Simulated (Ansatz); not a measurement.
# Meshes and cutoff for the phonons of LiBe6Si (built on the sites of a database entry of LiCa6Ge)

Aim: how dense must the meshes and how high the cutoff be for the phonons of LiBe6Si (built on the sites of a database entry of LiCa6Ge)?

Program: Ansatz 0.2.0. Level of theory: DFT LDA, scalar-relativistic, plane waves, PAW. Results are calculated unless marked as measured.

The structure was built from a prototype and need not be the compound's stable phase.

## (1) Starting point

It takes space group Fm-3m (No. 225, cubic). Conventional cell: a = 6.599 Å, b = 6.599 Å, c = 6.599 Å, α = 90.00°, β = 90.00°, γ = 90.00°. Li has 12 Be at 2.33 Å nearest. Nearest to Be lie 2 Si at 2.33 Å and 8 Be at 2.33 Å and 2 Li at 2.33 Å. Si has 12 Be at 2.33 Å nearest. Farther neighbours are not listed.

## (2) Tight relaxation

Phonons need a cell at rest on their own settings, so the relaxation is repeated with tight tolerances on forces and stress on the k mesh and occupations of the first response run.

The input, input.yaml:

```yaml
crystal:
  lattice:
    - [0.0, 3.2992902773, 3.2992902773]
    - [3.2992902773, 0.0, 3.2992902773]
    - [3.2992902773, 3.2992902773, 0.0]
  atoms:
    - { symbol: Li, position: [0.5, 0.5, 0.5] }
    - { symbol: Be, position: [0.5, 0.0, 0.0] }
    - { symbol: Be, position: [0.5, 0.5, 0.0] }
    - { symbol: Be, position: [0.0, 0.5, 0.5] }
    - { symbol: Be, position: [0.0, 0.0, 0.5] }
    - { symbol: Be, position: [0.0, 0.5, 0.0] }
    - { symbol: Be, position: [0.5, 0.0, 0.5] }
    - { symbol: Si, position: [0.0, 0.0, 0.0] }
kpoints:
  mp_grid: { grid: [12, 12, 12] }
hamiltonian:
  xc: lda
scf:
  occupations: { method: methfessel_paxton, width: 0.2 }
output:
  forces: true
  stress: true
  eigenvalues: true
  write_density: true
  write_potential: true
  elf: true
  volumetric_format: npy
relax:
  adjacent_minimum: "off"
  f_tol: 0.001
  max_steps: 60
  cell: { stress_tol: 0.01 }
```

Started as:

```console
> ansatz run input.yaml --threads 4 --pin off --max-ram 14336MiB --backend cpu --events-out ev --progress --plain --runs-dir out
```

Numbers of over 12 decimals in the logs are rounded to 6 here.

Log:

```text
Engine: ansatz 0.2.0, aarch64-unknown-linux-gnu
Pseudopotentials: kind: paw
Pseudopotential: Li, paw, valence charge 3, recommended cutoff 420 eV (normal), Li.paw.azcp
Pseudopotential: Be, paw, valence charge 2, recommended cutoff 420 eV (normal), Be.paw.azcp
Pseudopotential: Si, paw, valence charge 4, recommended cutoff 420 eV (normal), Si.paw.azcp
Functional definition: SPW92
  exchange = slater_x
[...]
cell:  # Å, volume = 71.9495 Å³
    - [0, 3.301155, 3.301155]
    - [3.301155, 0, 3.301155]
    - [3.301155, 3.301155, 0]
  atoms:
    - { symbol: Li, position: [0.5, 0.5, 0.5] }
    - { symbol: Be, position: [0.5, 0.0, 0.0] }
    - { symbol: Be, position: [0.5, 0.5, 0.0] }
    - { symbol: Be, position: [0.0, 0.5, 0.5] }
    - { symbol: Be, position: [0, 0, 0.5] }
    - { symbol: Be, position: [0.0, 0.5, 0.0] }
    - { symbol: Be, position: [0.5, 0.0, 0.5] }
    - { symbol: Si, position: [0, 0, 0] }
[key lines of the parts left out:]
SCF converged after 5 iterations
Free energy (F): -1337.504168 eV
Fermi energy:    8.111435 eV
P = ⅓ Tr σ = 0.0002 GPa (0.002 kbar)
```

It took 6.9 s on 4 threads of Arm Neoverse V1, shared host; peak memory 0.42 GiB.

Little changed from the start: no atom moved by 0.005 Å and no cell edge by 0.1 %.

Numbers from this step:

```
pressure          : 1.51e-4 GPa
volume per atom   : 8.994 Å³
gap on the k-mesh : 0 eV
```

Valence density in the ac plane of the conventional cell at fractional y = 0.000, with atoms of Li and Be and Si within 0.2 Å of it. It is the smooth field of the valence electrons, not physical close to the nuclei.

Ten steps, logarithmic in the rise over the least value, from '0' (0.1 e/Å³) to '9' (6.9 e/Å³), each cell a mean:
```
133221138951112332
333222113311122333
333222211111222333
222211221112211222
122201222222201221
112222222222222211
111222333333222111
631122333233221115
961112331023221139
951112332133221138
311122333333222113
111222333333222211
112211222222211221
222201221122201222
222222211112222222
333222111111222333
233221115631122333
023221139961112331
```
Columns run along a (6.6 Å), rows up along c (6.6 Å), edges of the conventional cell, whose origin can differ from the input's. Atoms in or near the plane, at fractional coordinates: Li at (0.50, 0.00), Li at (0.00, 0.50), Be at (0.25, 0.25), Be at (0.75, 0.75), Be at (0.75, 0.25), Be at (0.25, 0.75), Si at (0.00, 0.00), Si at (0.50, 0.50).

ELF in the ac plane of the conventional cell at fractional y = 0.000, with atoms of Li and Be and Si within 0.2 Å of it. It is the smooth field of the valence electrons, not physical close to the nuclei.

Ten even steps from '0' (0.01) to '9' (0.89), each cell a mean:
```
346654216821445653
567655421113555775
676533542235434676
555200354455200455
454100355454100354
345312566666312454
124545676677645531
412455764357655312
941345653336644218
821445653346654216
113555775567655421
235434676676533542
455200455555200354
454100354454100355
666312454345312566
677645531124545676
357655312412455764
336644218941345653
```
Columns run along a (6.6 Å), rows up along c (6.6 Å), edges of the conventional cell, whose origin can differ from the input's. Atoms in or near the plane, at fractional coordinates: Li at (0.50, 0.00), Li at (0.00, 0.50), Be at (0.25, 0.25), Be at (0.75, 0.75), Be at (0.75, 0.25), Be at (0.25, 0.75), Si at (0.00, 0.00), Si at (0.50, 0.50).

Electrostatic potential energy in the ac plane of the conventional cell at fractional y = 0.000, with atoms of Li and Be and Si within 0.2 Å of it. With pseudopotentials it is smooth inside the atoms' cores, unlike the true potential.

Ten even steps from '_' (-46 eV) to '@' (9 eV), each cell a mean:
```
__..##@@@@@@@@%%++==**@@@@@@@@%%==__
--++%%@@@@@@@@@@%%##%%@@@@@@@@%%##==
%%%%%%%%**##%%@@@@@@@@@@%%**##%%%%%%
@@@@%%++..--##@@@@@@@@%%++..--##@@@@
@@@@%%==__..**@@@@@@@@%%==__..**@@@@
@@@@@@**==++%%@@@@@@@@%%**==++%%@@@@
@@@@@@@@%%%%%%%%##**##%%%%%%%%@@@@@@
**##@@@@@@@@%%++....--##@@@@@@@@%%**
--**@@@@@@@@%%--____..**@@@@@@@@##==
==**@@@@@@@@%%==____..##@@@@@@@@%%++
##%%@@@@@@@@%%##==--++%%@@@@@@@@@@%%
@@@@@@%%**##%%%%%%%%%%%%%%**##%%@@@@
@@@@%%++..--##@@@@@@@@%%++..--##@@@@
@@@@%%==__..**@@@@@@@@%%==__..**@@@@
@@@@%%**==++%%@@@@@@@@@@**==++%%@@@@
**##%%%%%%%%@@@@@@@@@@@@@@%%%%%%%%##
..--##@@@@@@@@%%****##@@@@@@@@%%++..
__..**@@@@@@@@##==--**@@@@@@@@%%--__
```
Columns run along a (6.6 Å; values clipped at the 3rd and 97th percentile), rows up along c (6.6 Å), edges of the conventional cell, whose origin can differ from the input's. Atoms in or near the plane, at fractional coordinates: Li at (0.50, 0.00), Li at (0.00, 0.50), Be at (0.25, 0.25), Be at (0.75, 0.75), Be at (0.75, 0.25), Be at (0.25, 0.75), Si at (0.00, 0.00), Si at (0.50, 0.50).

The forces vanish by symmetry and the pressure is 0.000 GPa, within the tolerances set. The cell now holds 8.99 Å³/atom.

## (3) Response at finite wavevector

Stability and thermal properties need the whole zone. Linear response on a 4×4×4 q mesh gives force constants as far as a supercell of that size would.

The input, input.yaml:

```yaml
crystal:
  lattice:
    - [0.0, 3.3011547307, 3.3011547307]
    - [3.3011547307, 0.0, 3.3011547307]
    - [3.3011547307, 3.3011547307, 0.0]
  atoms:
    - { symbol: Li, position: [0.5, 0.5, 0.5] }
    - { symbol: Be, position: [0.5, 0.0, 0.0] }
    - { symbol: Be, position: [0.5, 0.5, 0.0] }
    - { symbol: Be, position: [0.0, 0.5, 0.5] }
    - { symbol: Be, position: [0.0, 0.0, 0.5] }
    - { symbol: Be, position: [0.0, 0.5, 0.0] }
    - { symbol: Be, position: [0.5, 0.0, 0.5] }
    - { symbol: Si, position: [0.0, 0.0, 0.0] }
kpoints:
  mp_grid: { grid: [12, 12, 12] }
hamiltonian:
  xc: lda
scf:
  occupations: { method: methfessel_paxton, width: 0.2 }
output:
  eigenvalues: true
phonons:
  method: dfpt
  qmesh: [4, 4, 4]
  temperatures: { t_max: 1000, t_step: 50 }
  qpath:
    path:
      - [[0.0, 0.0, 0.0], [0.5, 0.0, 0.5], [0.625, 0.25, 0.625]]
      - [[0.375, 0.375, 0.75], [0.0, 0.0, 0.0], [0.5, 0.5, 0.5], [0.5, 0.25, 0.75], [0.5, 0.0, 0.5]]
    npoints: 10
```

Log:

```text
[...]
Crystal: 8 atoms, lattice volume = 71.949 Å³
Basis set: ecut = 420 eV, 1411 PW (Γ), exchange–correlation on 64×64×64 points (8 copies of the dense FFT grid, shifted against one another)
Bands: 18, of which v1, the nominal top of the filled ones, is band 10 counted from 1 (9 counted from 0)
Symmetry: 48 space group operations
k-points: 72 of 1728
[...]
SCF iter   1: F=—  HF=-1337.517707 eV  |F-HF|=—  |Δ(HF+E_count)|=         —  Δρ=5.10e-3  dr2=2.38e-2  ethr=1.77e-3  ⟨swp⟩=5.6  Hψ=7351  notcnv=0
[...]
SCF iter   8: F=-1337.504176 eV  HF=-1337.504176 eV  |F-HF|=0.00e0  |Δ(HF+E_count)|=  1.91e-11  S|Δr|=    0.00e0  Δρ=1.91e-8  dr2=3.93e-13  ethr=1.00e-12  ⟨swp⟩=9.1  Hψ=6442  notcnv=0
SCF 1 converged in 8 iterations: F = -1337.504176 eV  dr2 = 3.93e-13
[...]
phonons: the bands overlap, so this run is a metal and interpolates without the dipole-dipole term. If the crystal is really an insulator or semiconductor, its LO-TO splitting is missing
NSCF: frozen V_eff on 72 k-points
[...]
DFPT response loops at q = (0, 0, 0) (fractional): preconditioner auto → Kerker (q_TF=auto, 2.185 Å⁻¹) (partly filled bands, converged f_vac=0.000); β = 1.00, the filter's whole step (`scf.mixing.beta` (0.50) is not read by the response loops under this deck's `scf.mixing.preconditioner`; to damp them name `kerker` or `kerker_dos`, under which they read `scf.mixing.beta`, and type it under 1.00, their step now; both keys bind the ground state too); Broyden in place of MSR1
[...]
SCF converged after 8 iterations
[...]
Free energy (F): -1337.504176 eV
[...]
Internal energy: -1337.502343 eV  (E = F + TS)
E sigma→0 (E₀):  -1337.503718 eV
Entropy (-TS):   -0.001832 eV (-0.229 meV/atom)
Fermi energy:    8.111435 eV
[...]
--- Band table (eV; the first three rows and the last of 72) ---
  k-point 0: bands = [... 6 lower, 5.8383, 6.1301, 6.1301, 6.1301, 7.4369, 7.4369, 7.4369, 10.6415, ... 4 higher]
  k-point 1: bands = [... 6 lower, 5.7586, 6.0149, 6.0149, 6.3656, 7.5206, 7.5206, 7.8512, 10.8235, ... 4 higher]
  k-point 2: bands = [... 6 lower, 5.5308, 5.7382, 5.7382, 7.0094, 7.7533, 7.7533, 8.8478, 11.2813, ... 4 higher]
  k-point 71: bands = [... 6 lower, 5.1935, 5.1935, 5.8273, 8.8843, 10.0535, 10.0535, 10.1281, 12.5865, ... 4 higher]
--- Phonons (Γ-DFPT): 4 representative perturbations + reference (Σ response iterations 12) ---
  ASR residual: 7.368e-6 → 0.000e0 eV/Å²; symmetrization residual: 2.840e-7 eV/Å²
  ASR residual per site (eV/Å²): 7.37e-6 2.83e-6 2.83e-6 2.83e-6 2.83e-6 2.83e-6 2.83e-6 4.74e-6
  Γ frequencies (cm⁻¹): 0.00 0.00 0.00 242.11 242.11 242.11 331.36 331.36 390.11 390.11 390.11 404.60 404.60 404.60 454.71 475.08 475.08 475.08 510.48 510.48 510.48 632.07 632.07 632.07
--- Phonons (arbitrary-q DFPT): 8 irreducible q on the 4×4×4 mesh ---
  q = [0.0000, 0.0000, 0.0000] (star 1, of the zone-centre solve; hermiticity 6.65e-8, symmetrization 3.70e-14): -0.00 0.00 0.00 242.11 242.11 242.11 331.36 331.36 390.11 390.11 390.11 404.60 404.60 404.60 454.71 475.08 475.08 475.08 510.48 510.48 510.48 632.07 632.07 632.07
  q = [0.0000, 0.0000, 0.2500] (star 8, 6 solved perturbations in 7200 linear systems a pass and spin channel, the states on 1728 of 1728 k-point pairs; hermiticity 3.06e-8, symmetrization 2.72e-9): 90.88 90.88 191.68 238.95 238.95 260.54 303.31 303.31 363.74 363.74 378.92 378.92 393.05 406.07 418.76 458.70 459.46 459.46 490.60 496.68 496.68 593.82 623.41 623.41
[...]
sum rule: each row above includes the acoustic sum rule's correction from the zone centre's row sums; it moved no ω² by more than (0.54 cm⁻¹)²
  mesh force constants: q→R imaginary residual 1.15e-18; ASR residual 7.368e-6 → 0.000e0 eV/Å²; symmetrization residual 6.217e-15 eV/Å²
  interpolated dispersion: 62 rows × 24 modes
  density of states and harmonic sums: on the 16×16×16 q-mesh, interpolated from the force constants of a 4×4×4 supercell (no non-analytic term)
  largest difference from the sums on the solved wave vectors: F 1.15e-2 eV, S 1.55e-5 and C_V 3.98e-6 eV/K
  zero-point energy: 0.554402 eV/cell   skipped modes (ω ≤ 0): 3   left out of the sums: 3.05e-5 of the cell's modes: C_V's classical limit lies that fraction below 3 k_B per atom; for a crystal, a wire or a layer, F and S can be off by more, and a phonons.interpolated_qmesh denser along its periods is the remedy for the sampling
```

The job ended after 26 min (4 threads; peak memory 4.7 GiB).

Reading the cycles: dr2 is the Hartree energy of the density residual (eV), the measure of convergence; HF is the Harris–Foulkes estimate of the energy, which meets the free energy F at convergence.

Numbers from this step:

* sum-rule residual before enforcement: 7.37e-6 eV/Å²
* lowest frequency on the path: 0 cm⁻¹
* point group: m-3m
* highest frequency on the path or at a solved wavevector: 632.1 cm⁻¹
* mean frequency: 372.6 cm⁻¹
* Debye temperature (second moment): 733 K
* logarithmic mean frequency: 345.9 cm⁻¹
* highest optical mode at the zone centre (no LO-TO term): 632.1 cm⁻¹
* lowest optical zone-centre mode: 242.1 cm⁻¹
* lowest mode on the q mesh (acoustic modes at Γ apart): 90.88 cm⁻¹
* zero-point energy per atom: 69.3 meV
* heat capacity at 300 K: 19.00 J/(mol atoms K)
* vibrational entropy at 300 K: 15.64 J/(mol atoms K)

Frequencies (cm⁻¹) solved at each irreducible wavevector; negative means imaginary. Frequencies by wavevector, by row:

| q in reciprocal lattice units | star | mode 1 | mode 2 | mode 3 | mode 4 | mode 22 | mode 23 | mode 24 |
| --- | --- | --- | --- | --- | --- | --- | --- | --- |
| 0 0 0 | 1 | 0 | 0 | 0 | 242.1 | 632.1 | 632.1 | 632.1 |
| 0 0 0.25 | 8 | 90.9 | 90.9 | 191.7 | 238.9 | 593.8 | 623.4 | 623.4 |
| 0 0 -0.5 | 4 | 158.3 | 158.3 | 161.9 | 161.9 | 525.7 | 617.9 | 617.9 |
| 0 0.25 0.25 | 6 | 114.1 | 114.1 | 201.4 | 223.2 | 592.9 | 614.9 | 614.9 |
| 0 0.25 -0.5 | 24 | 143.1 | 161.2 | 210.5 | 234.7 | 552 | 594 | 607.9 |
| 0 0.25 -0.25 | 12 | 120.2 | 163.3 | 224.2 | 236 | 568.8 | 595 | 613.6 |
| 0 -0.5 -0.5 | 3 | 167 | 179 | 179 | 250.6 | 524.1 | 598.4 | 598.4 |
| 0.25 -0.5 -0.25 | 6 | 162.7 | 162.7 | 180.6 | 187.8 | 571.7 | 571.7 | 595.8 |

Interpolated from a 4×4×4 q mesh. The phonon branches at the labelled points (cm⁻¹):

| point | branch 1 | branch 2 | branch 3 | branch 4 | branch 21 | branch 22 | branch 23 | branch 24 |
| --- | --- | --- | --- | --- | --- | --- | --- | --- |
| Γ | 0 | 0 | 0 | 242 | 510 | 632 | 632 | 632 |
| halfway | 114 | 114 | 201 | 223 | 496 | 593 | 615 | 615 |
| X | 167 | 179 | 179 | 251 | 477 | 524 | 598 | 598 |
| halfway | 138 | 190 | 202 | 222 | 479 | 534 | 593 | 600 |
| U | 122 | 188 | 215 | 221 | 486 | 555 | 578 | 604 |
| jump to K | 122 | 188 | 215 | 221 | 486 | 555 | 578 | 604 |
| halfway | 97 | 141 | 204 | 225 | 493 | 587 | 610 | 620 |
| Γ | 0 | 0 | 0 | 242 | 510 | 632 | 632 | 632 |
| halfway | 91 | 91 | 192 | 239 | 497 | 594 | 623 | 623 |
| L | 158 | 158 | 162 | 162 | 497 | 526 | 618 | 618 |
| halfway | 145 | 148 | 207 | 243 | 492 | 546 | 596 | 609 |
| W | 163 | 163 | 181 | 188 | 493 | 572 | 572 | 596 |
| halfway | 132 | 184 | 210 | 220 | 483 | 542 | 592 | 597 |
| X | 167 | 179 | 179 | 251 | 477 | 524 | 598 | 598 |

Symmetry leaves 8 wavevectors to solve. The lowest mode among them, the acoustic zeros apart, lies at q = (0, 0, 0.25) and is real, 90.9 cm⁻¹.

## (4) Another q mesh, q mesh 2×2×2

The q mesh is changed to 2×2×2, to see how far the force constants must reach.

input.yaml: that of step 3 with these lines changed.

```diff
@@ -24,3 +24,3 @@
   method: dfpt
-  qmesh: [4, 4, 4]
+  qmesh: [2, 2, 2]
   temperatures: { t_max: 1000, t_step: 50 }
```

Log:

```text
[...]
Crystal: 8 atoms, lattice volume = 71.949 Å³
Basis set: ecut = 420 eV, 1411 PW (Γ), exchange–correlation on 64×64×64 points (8 copies of the dense FFT grid, shifted against one another)
Bands: 18, of which v1, the nominal top of the filled ones, is band 10 counted from 1 (9 counted from 0)
Symmetry: 48 space group operations
k-points: 72 of 1728
[...]
k-point 2: bands = [... 6 lower, 5.5308, 5.7382, 5.7382, 7.0094, 7.7533, 7.7533, 8.8478, 11.2813, ... 4 higher]
  k-point 71: bands = [... 6 lower, 5.1935, 5.1935, 5.8273, 8.8843, 10.0535, 10.0535, 10.1281, 12.5865, ... 4 higher]
[...]
ASR residual: 7.368e-6 → 0.000e0 eV/Å²; symmetrization residual: 2.840e-7 eV/Å²
[...]
--- Phonons (arbitrary-q DFPT): 3 irreducible q on the 2×2×2 mesh ---
[...]
interpolated dispersion: 62 rows × 24 modes
[...]
[key lines of the parts left out:]
SCF converged after 8 iterations
Free energy (F): -1337.504176 eV
Fermi energy:    8.111435 eV
```

Wall time 3.7 min (4 threads); peak memory 2.5 GiB.

Numbers from this step:

```yaml
mean_frequency: 373.3 cm⁻¹
debye_temperature_second_moment: 734 K
logarithmic_mean_frequency: 346 cm⁻¹
lowest_mode_on_the_q_mesh_acoustic_modes_at_gamma_apart: 158.3 cm⁻¹
zero_point_energy_per_atom: 69.42 meV
heat_capacity_at_300_k: 18.98 J/(mol atoms K)
```

The mean frequency is 373.3 cm⁻¹, +0.7 cm⁻¹ against the base run.

## (5) Another q mesh, q mesh 3×3×3

The q mesh is changed to 3×3×3, to see how far the force constants must reach.

input.yaml: that of step 4 with these lines changed.

```diff
@@ -24,3 +24,3 @@
   method: dfpt
-  qmesh: [2, 2, 2]
+  qmesh: [3, 3, 3]
   temperatures: { t_max: 1000, t_step: 50 }
```

Log:

```text
[...]
Crystal: 8 atoms, lattice volume = 71.949 Å³
Basis set: ecut = 420 eV, 1411 PW (Γ), exchange–correlation on 64×64×64 points (8 copies of the dense FFT grid, shifted against one another)
Bands: 18, of which v1, the nominal top of the filled ones, is band 10 counted from 1 (9 counted from 0)
Symmetry: 48 space group operations
k-points: 72 of 1728
[...]
k-point 2: bands = [... 6 lower, 5.5308, 5.7382, 5.7382, 7.0094, 7.7533, 7.7533, 8.8478, 11.2813, ... 4 higher]
  k-point 71: bands = [... 6 lower, 5.1935, 5.1935, 5.8273, 8.8843, 10.0535, 10.0535, 10.1281, 12.5865, ... 4 higher]
[...]
ASR residual: 7.368e-6 → 0.000e0 eV/Å²; symmetrization residual: 2.840e-7 eV/Å²
[...]
--- Phonons (arbitrary-q DFPT): 4 irreducible q on the 3×3×3 mesh ---
[...]
interpolated dispersion: 62 rows × 24 modes
[...]
[key lines of the parts left out:]
SCF converged after 8 iterations
Free energy (F): -1337.504176 eV
Fermi energy:    8.111435 eV
```

Elapsed: 11 min, on 4 threads; peak memory 4.7 GiB.

This step gave:

* mean frequency: 373.1 cm⁻¹
* Debye temperature (second moment): 733 K
* logarithmic mean frequency: 347.3 cm⁻¹
* lowest mode on the q mesh (acoustic modes at Γ apart): 115.8 cm⁻¹
* zero-point energy per atom: 69.39 meV
* heat capacity at 300 K: 19.00 J/(mol atoms K)
* vibrational entropy at 300 K: 15.54 J/(mol atoms K)

The mean frequency is 373.1 cm⁻¹, +0.5 cm⁻¹ against the base run.

## (6) Another k mesh, k-mesh 4×4×4, q mesh 2×2×2

The k mesh is changed to 4×4×4 on a small fixed q mesh, to find the coarsest that serves.

input.yaml: that of step 5 with these lines changed.

```diff
@@ -15,3 +15,3 @@
 kpoints:
-  mp_grid: { grid: [12, 12, 12] }
+  mp_grid: { grid: [4, 4, 4] }
 hamiltonian:
@@ -24,3 +24,3 @@
   method: dfpt
-  qmesh: [3, 3, 3]
+  qmesh: [2, 2, 2]
   temperatures: { t_max: 1000, t_step: 50 }
```

Log:

```text
[...]
Crystal: 8 atoms, lattice volume = 71.949 Å³
Basis set: ecut = 420 eV, 1411 PW (Γ), exchange–correlation on 64×64×64 points (8 copies of the dense FFT grid, shifted against one another)
Bands: 18, of which v1, the nominal top of the filled ones, is band 10 counted from 1 (9 counted from 0)
Symmetry: 48 space group operations
k-points: 8 of 64
[...]
SCF iter   1: F=—  HF=-1337.630887 eV  |F-HF|=—  |Δ(HF+E_count)|=         —  Δρ=6.30e-3  dr2=4.50e-2  ethr=1.77e-3  ⟨swp⟩=5.4  Hψ=815  notcnv=0
[...]
SCF iter   8: F=-1337.611451 eV  HF=-1337.611451 eV  |F-HF|=3.87e-12  |Δ(HF+E_count)|=  1.31e-10  S|Δr|=    0.00e0  Δρ=7.52e-8  dr2=6.79e-12  ethr=1.00e-12  ⟨swp⟩=8.2  Hψ=866  notcnv=0
SCF 1 converged in 8 iterations: F = -1337.611451 eV  dr2 = 6.79e-12
[...]
SCF converged after 8 iterations
[...]
Free energy (F): -1337.611451 eV
[...]
Internal energy: -1337.601021 eV  (E = F + TS)
E sigma→0 (E₀):  -1337.608843 eV
Entropy (-TS):   -0.010429 eV (-1.304 meV/atom)
Fermi energy:    8.007805 eV
[...]
--- Band table (eV; the first three rows and the last of 8) ---
  k-point 0: bands = [... 6 lower, 5.8580, 6.1260, 6.1260, 6.1260, 7.4331, 7.4331, 7.4331, 10.6449, ... 4 higher]
  k-point 1: bands = [... 6 lower, 5.3516, 5.4115, 5.4115, 7.7813, 8.1109, 8.1109, 10.1805, 11.7263, ... 4 higher]
  k-point 2: bands = [... 6 lower, 4.8533, 4.8533, 5.1900, 9.4666, 9.4666, 10.4196, 10.4602, 10.6509, ... 4 higher]
  k-point 7: bands = [... 6 lower, 5.1916, 5.1916, 5.8278, 8.8823, 10.0578, 10.0578, 10.1186, 12.5970, ... 4 higher]
[...]
ASR residual: 1.985e-5 → 0.000e0 eV/Å²; symmetrization residual: 1.558e-7 eV/Å²
[...]
--- Phonons (arbitrary-q DFPT): 3 irreducible q on the 2×2×2 mesh ---
[...]
interpolated dispersion: 62 rows × 24 modes
[...]
zero-point energy: 0.571203 eV/cell   skipped modes (ω ≤ 0): 17, of them read as no rigid motion or as one in doubt: 14 (9.082e-2 modes/cell left out, lowest -55.88 cm⁻¹)   left out of the sums: 3.81e-3 of the cell's modes: C_V's classical limit lies that fraction below 3 k_B per atom; for a crystal, a wire or a layer, F and S can be off by more, and a phonons.interpolated_qmesh denser along its periods is the remedy for the sampling
```

Run time: 17 s. Hardware: 4 threads; peak memory 0.48 GiB; 61 s of CPU time.

The run finished; it serves as a test, and its numbers are not taken as the result.

(Continued in part 2 of 3.)

[Logs are printed without paths, hosts, clocks, repeated set-up lines and the standing remarks that a program may print on its own settings, such as how far it seeks lower states.]

[Hosts, paths, dates, database ids (printed as entryN), source tags and the programs' standing remarks are cut or masked in the printed files.]
